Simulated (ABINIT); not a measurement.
## A GW chain in ABINIT: MgO2 (R-3m)

Aim: the G0W0 gap of MgO2 (R-3m) on LDA, step by step.

Program: ABINIT 10.8.3. Level of theory: LDA and many-body steps on it, plane waves. Results are calculated unless marked as measured.

Most raw output is cut from this account.

### Step 1. Set-up

The structure is trigonal, space group R-3m (No. 166). The conventional cell has a = 3.210 Å, b = 3.210 Å, c = 10.482 Å, α = 90.00°, β = 90.00°, γ = 120.00°. Mg has 6 O at 2.11 Å nearest. Nearest to O lie 1 O at 1.49 Å and 3 Mg at 2.11 Å. Farther neighbours and most contacts between anions are not listed.

The cell and positions are those that the Materials Project relaxed with its own functionals (PBE, PBE+U or r2SCAN), kept fixed.

### Step 2. Ground state

This step: ABINIT 10.8.3; DFT, LDA, plane waves, norm-conserving pseudopotentials.

The ground-state density comes first.

run.abi

```
acell 3*1.0 Angstrom
rprim 
  1.604761016024 0.926509204586 3.493978874900
  -1.604761016024 0.926509204586 3.493978874900
  0.000000000000 -1.853018409173 3.493978874900
ntypat 2
znucl 12 8
natom 3
typat 1 2 2
xred 
  0.000000000000 0.000000000000 0.000000000000
  0.428786000000 0.428786000000 0.428786000000
  0.571214000000 0.571214000000 0.571214000000
pp_dirpath "pseudos"
pseudos "Mg.upf, O.upf"
ecut 38
ngkpt 8 8 8
nshiftk 1
shiftk 0 0 0
kptopt 1
chksymbreak 0
nband 16
occopt 1
tolvrs 1e-10
nstep 60
prtwf 0
optforces 0
optstress 0
indata_prefix "in"
outdata_prefix "out"
tmpdata_prefix "tmp"
```

Run with:

```
> OMP_NUM_THREADS=1 mpirun -n 8 abinit run.abi > log
```

Wall time 37 s (8 MPI ranks of Intel Xeon Platinum 8375C at 2.90GHz (Ice Lake), shared host); peak memory 0.69 GiB; 4.9 min of CPU time.

Numbers from this step:

| Quantity | Value |
| --- | --- |
| total energy | -2512.0969 eV |
| gap | 2.137 eV |
| k of the valence top | 0.5, 0.5, 0.5 |
| k of the conduction bottom | 0.5, 0.5, 0.5 |
| least direct gap | 2.137 eV |

The gap is direct, at (0.500, 0.500, 0.500).

### Step 3. Bands along the symmetry lines

Levels along a band path, at the cheap level, show where the edges lie and whether the meshes to come will hold them.

run.abi

```
acell 3*1.0 Angstrom
rprim 
  1.604761016024 0.926509204586 3.493978874900
  -1.604761016024 0.926509204586 3.493978874900
  0.000000000000 -1.853018409173 3.493978874900
ntypat 2
znucl 12 8
natom 3
typat 1 2 2
xred 
  0.000000000000 0.000000000000 0.000000000000
  0.428786000000 0.428786000000 0.428786000000
  0.571214000000 0.571214000000 0.571214000000
pp_dirpath "pseudos"
pseudos "Mg.upf, O.upf"
ecut 38
iscf -2
irdden 1
kptopt 0
nkpt 59
kpt 
  0.00000000 0.00000000 0.00000000
  0.06250000 0.06250000 0.06250000
  0.12500000 0.12500000 0.12500000
  0.18750000 0.18750000 0.18750000
  0.25000000 0.25000000 0.25000000
  0.31250000 0.31250000 0.31250000
  0.37500000 0.37500000 0.37500000
  0.43750000 0.43750000 0.43750000
  0.50000000 0.50000000 0.50000000
  0.53580694 0.46419306 0.50000000
  0.57161387 0.42838613 0.50000000
  0.60742081 0.39257919 0.50000000
  0.64322775 0.35677225 0.50000000
  0.67903468 0.32096532 0.50000000
  0.71484162 0.28515838 0.50000000
  0.75064855 0.24935145 0.50000000
  0.78645549 0.21354451 0.50000000
  0.50000000 -0.21354451 0.21354451
  0.50000000 -0.18685145 0.18685145
  0.50000000 -0.16015838 0.16015838
  0.50000000 -0.13346532 0.13346532
  0.50000000 -0.10677225 0.10677225
  0.50000000 -0.08007919 0.08007919
  0.50000000 -0.05338613 0.05338613
  0.50000000 -0.02669306 0.02669306
  0.50000000 0.00000000 0.00000000
  0.43750000 0.00000000 0.00000000
  0.37500000 0.00000000 0.00000000
  0.31250000 0.00000000 0.00000000
  0.25000000 0.00000000 0.00000000
  0.18750000 0.00000000 0.00000000
  0.12500000 0.00000000 0.00000000
  0.06250000 0.00000000 0.00000000
  0.00000000 0.00000000 0.00000000
  0.04459653 -0.04459653 0.00000000
  0.08919307 -0.08919307 0.00000000
  0.13378960 -0.13378960 0.00000000
  0.17838613 -0.17838613 0.00000000
  0.22298266 -0.22298266 0.00000000
  0.26757919 -0.26757919 0.00000000
  0.31217573 -0.31217573 0.00000000
  0.35677226 -0.35677226 -0.00000000
  0.64322774 0.00000000 0.35677226
  0.62532427 0.00000000 0.37467573
  0.60742081 0.00000000 0.39257919
  0.58951734 0.00000000 0.41048266
  0.57161387 0.00000000 0.42838613
  0.55371040 0.00000000 0.44628960
  0.53580693 0.00000000 0.46419307
  0.51790347 0.00000000 0.48209653
  0.50000000 0.00000000 0.50000000
  0.43750000 0.00000000 0.43750000
  0.37500000 0.00000000 0.37500000
  0.31250000 0.00000000 0.31250000
  0.25000000 0.00000000 0.25000000
  0.18750000 0.00000000 0.18750000
  0.12500000 0.00000000 0.12500000
  0.06250000 0.00000000 0.06250000
  0.00000000 0.00000000 0.00000000
istwfk *1
nband 18
nbdbuf 2
tolwfr 1e-08
nstep 40
prtwf 0
prtvol 0
indata_prefix "in"
outdata_prefix "out"
tmpdata_prefix "tmp"
```

Elapsed: 17 s, on 8 MPI ranks; peak memory 0.59 GiB.

This step gave:

* gap: 2.137 eV
* k of the valence top: 0.5, 0.5, 0.5
* k of the conduction bottom: 0.5, 0.5, 0.5
* least direct gap: 2.137 eV

The gap is 2.137 eV, as in the run before at this level.

Electronic bands along the path, in eV, zero at the top of the highest filled band:

```csv
point,band 8,band 9,band 10,band 11,band 12,band 13,band 14,band 15
Γ,-3.32,-3.32,-0.80,-0.80,4.39,4.61,11.83,13.66
halfway,-3.60,-3.60,-0.37,-0.37,2.97,5.45,9.33,14.00
T,-3.83,-3.83,0.00,0.00,2.14,4.73,9.13,13.89
halfway,-4.46,-4.14,-1.23,-0.20,2.87,6.70,9.92,11.22
H2,-5.09,-4.70,-2.09,-0.69,3.65,9.55,9.82,12.25
jump to H0,-5.09,-4.70,-2.09,-0.69,3.65,9.55,9.82,12.25
halfway,-5.80,-4.15,-1.69,-1.01,3.93,9.47,9.78,12.70
L,-6.08,-3.65,-1.27,-1.13,3.97,8.38,9.92,12.30
halfway,-4.69,-3.49,-1.08,-1.04,4.36,6.42,11.49,12.10
Γ,-3.32,-3.32,-0.80,-0.80,4.39,4.61,11.83,13.66
halfway,-4.73,-3.84,-1.42,-1.07,4.43,7.09,11.11,13.44
S0,-5.09,-4.98,-1.84,-0.89,3.73,9.30,10.44,12.19
jump to S2,-5.09,-4.98,-1.84,-0.89,3.73,9.30,10.44,12.19
halfway,-5.29,-4.64,-2.08,-0.37,3.46,8.19,10.63,12.11
F,-5.40,-4.33,-2.19,-0.12,3.33,7.56,10.72,12.09
halfway,-4.38,-3.89,-1.56,-0.41,3.89,6.69,10.92,11.51
Γ,-3.32,-3.32,-0.80,-0.80,4.39,4.61,11.83,13.66
```

### Step 4. Empty states on the mesh, 4×4×4 mesh, 52 bands

The sums over transitions need many empty states on a uniform mesh; this step solves for them.

run.abi

```
acell 3*1.0 Angstrom
rprim 
  1.604761016024 0.926509204586 3.493978874900
  -1.604761016024 0.926509204586 3.493978874900
  0.000000000000 -1.853018409173 3.493978874900
ntypat 2
znucl 12 8
natom 3
typat 1 2 2
xred 
  0.000000000000 0.000000000000 0.000000000000
  0.428786000000 0.428786000000 0.428786000000
  0.571214000000 0.571214000000 0.571214000000
pp_dirpath "pseudos"
pseudos "Mg.upf, O.upf"
ecut 38
ngkpt 4 4 4
nshiftk 1
shiftk 0 0 0
kptopt 1
chksymbreak 0
iscf -2
irdden 1
istwfk *1
nband 52
nbdbuf 4
tolwfr 1e-09
nstep 60
prtvol 0
indata_prefix "in"
outdata_prefix "out"
tmpdata_prefix "tmp"
```

Wall time 14 s (8 MPI ranks); peak memory 0.58 GiB.

Numbers from this step:

| Item | Value |
| --- | --- |
| gap | 2.137 eV |
| k of the valence top | 0.5, 0.5, 0.5 |
| k of the conduction bottom | 0.5, 0.5, 0.5 |
| least direct gap | 2.137 eV |
| k points computed | 13 |
| lowest point of the top converged band, above the valence top | 56.4851 eV |

On this mesh the gap is 2.137 eV.

### Step 5. Screening, 4×4×4 mesh, 48 bands, screening to 130.6 eV

The RPA dielectric matrix is built and inverted for each q.

This step: RPA screening on LDA, plane waves, norm-conserving pseudopotentials.

run.abi: that of step 4 with these lines changed.

```diff
@@ -21,10 +21,11 @@
 chksymbreak 0
-iscf -2
-irdden 1
 istwfk *1
-nband 52
-nbdbuf 4
-tolwfr 1e-09
-nstep 60
-prtvol 0
+occopt 1
+irdwfk 1
+optdriver 3
+nband 48
+ecuteps 4.8
+inclvkb 2
+awtr 1
+symchi 1
 indata_prefix "in"
```

Run time: 30 s. Hardware: 8 MPI ranks; peak memory 1.1 GiB.

Numbers from this step:

```yaml
eps_infinity_with_local_fields_on_this_mesh_along_the_program_s_q_direction: 3.540
the_same_without_local_fields: 3.877
plasma_frequency: 31.20 eV
plane_waves_in_the_screening_matrix: 97
```

Local fields lower ε∞ by 9 %. On a Γ-centred mesh this coarse the value itself is usually too large, while a short band sum pulls it down.

### Step 6. Self-energy, 4×4×4 mesh, 48 bands, screening to 130.6 eV

The self-energy is evaluated for the states that the input lists, and the levels follow from it, in one-shot runs by the linearised quasiparticle equation.

This step: G0W0 on LDA, plane waves, norm-conserving pseudopotentials.

run.abi: that of step 5 with these lines changed.

```diff
@@ -24,8 +24,17 @@
 irdwfk 1
-optdriver 3
+optdriver 4
 nband 48
+gwcalctyp 0
+ecutsigx 38
+symsigma 1
+nkptgw 2
+kptgw 
+  0.5000000000 0.5000000000 0.5000000000
+  0.0000000000 0.0000000000 0.0000000000
+bdgw 
+  10 13
+  10 13
 ecuteps 4.8
-inclvkb 2
-awtr 1
-symchi 1
+irdscr 1
+ppmodel 1
 indata_prefix "in"
```

The job ended after 6.7 s (8 MPI ranks; peak memory 1.1 GiB; 50 s of CPU time).

This step gave:

| Item | Value |
| --- | --- |
| G0W0 gap on the points computed | 5.023 eV |
| starting gap on the mesh | 2.137 eV |
| k of the valence top | 0.5, 0.5, 0.5 |
| k of the conduction bottom | 0.5, 0.5, 0.5 |
| Z at the valence top | 0.794 |
| Z at the conduction bottom | 0.81 |
| least direct G0W0 gap on the computed points | 5.023 eV |

The gap on the mesh goes from 2.14 eV to 5.02 eV, a correction of +2.89 eV.

Limits: finite bands, cutoff and mesh; coarse k mesh. v1 is the top filled band, c1 the lowest empty one. Levels before and after the correction, in eV, zero at the valence-band top of each column:

```csv
,conduction bottom,valence top
Kohn-Sham,2.14,0.00
G0W0,5.02,0.00
```

```csv
,level,energy (eV)
Kohn-Sham,(0.5 0.5 0.5) v2-v1,0.000
Kohn-Sham,(0.5 0.5 0.5) c1,2.137
Kohn-Sham,(0.5 0.5 0.5) c2,4.732
G0W0,(0.5 0.5 0.5) v2-v1,0.000
G0W0,(0.5 0.5 0.5) c1,5.023
G0W0,(0.5 0.5 0.5) c2,6.974
```

### Step 7. Where the time went

Times are wall times on 8 MPI ranks of Intel Xeon Platinum 8375C at 2.90GHz (Ice Lake), shared host, good to a factor of about two.

```csv
step,time,share,memory (GiB)
ground state,37 s,36 %,0.69
bands along the symmetry lines,17 s,16 %,0.59
empty states on the mesh,14 s,13 %,0.58
screening,30 s,29 %,1.1
self-energy,6.7 s,6 %,1.1
```

### Step 8. Summary of results

```yaml
lda_gap: 2.14 eV, direct
g0w0_gap_on_the_mesh: 5.02 eV
gw_settings: 4×4×4 mesh, 48 bands, screening to 130.6 eV, Godby-Needs plasmon pole
known_limits: not at the basis limit; coarse k mesh
```

G0W0 moves the gap on the mesh from 2.14 eV to 5.02 eV (+2.89 eV), with Z of 0.79 and 0.81 at the edges. Local fields lower the RPA ε∞ on this mesh from 3.88 to 3.54; a Γ-centred mesh this coarse tends to raise both, most where the direct gap is narrow, while a short band sum lowers them. Only 2 of the mesh's irreducible points were corrected, so a valley elsewhere could overtake. Bands and cutoff are finite, so the gap is not at the basis limit. The miss can reach some tenths of an eV and take either sign; the mesh is an error of its own. In the G0W0 run levels were corrected at 2 k points alone, so a gap called «on the mesh» is the least over those, and an edge elsewhere would be missed. The 4×4×4 mesh is coarse for this cell, which bears on the long-range parts of exchange and screening.

[Paths, hosts, dates, memory and timing lines, banners, echoed tables and standing remarks are left out of the program output.]

[Logs are printed without paths, hosts, clocks, repeated set-up lines and the standing remarks that a program may print on its own settings, such as how far it seeks lower states.]

[Runs of the session that timed out or met a known fault of the program may be left out.]

[Hosts, paths, dates, database ids (printed as entryN), source tags and the programs' standing remarks are cut or masked in the printed files.]

[G0W0 gaps are taken among the corrected bands and points alone; a level outside them can change the order at an edge.]

[Where Ansatz stands beside ABINIT at settings called matched, ABINIT's density can come from a denser mesh and the files from another edition; pairs whose starting gaps differed by over 0.03 eV were left out, so agreement reads better than it is.]
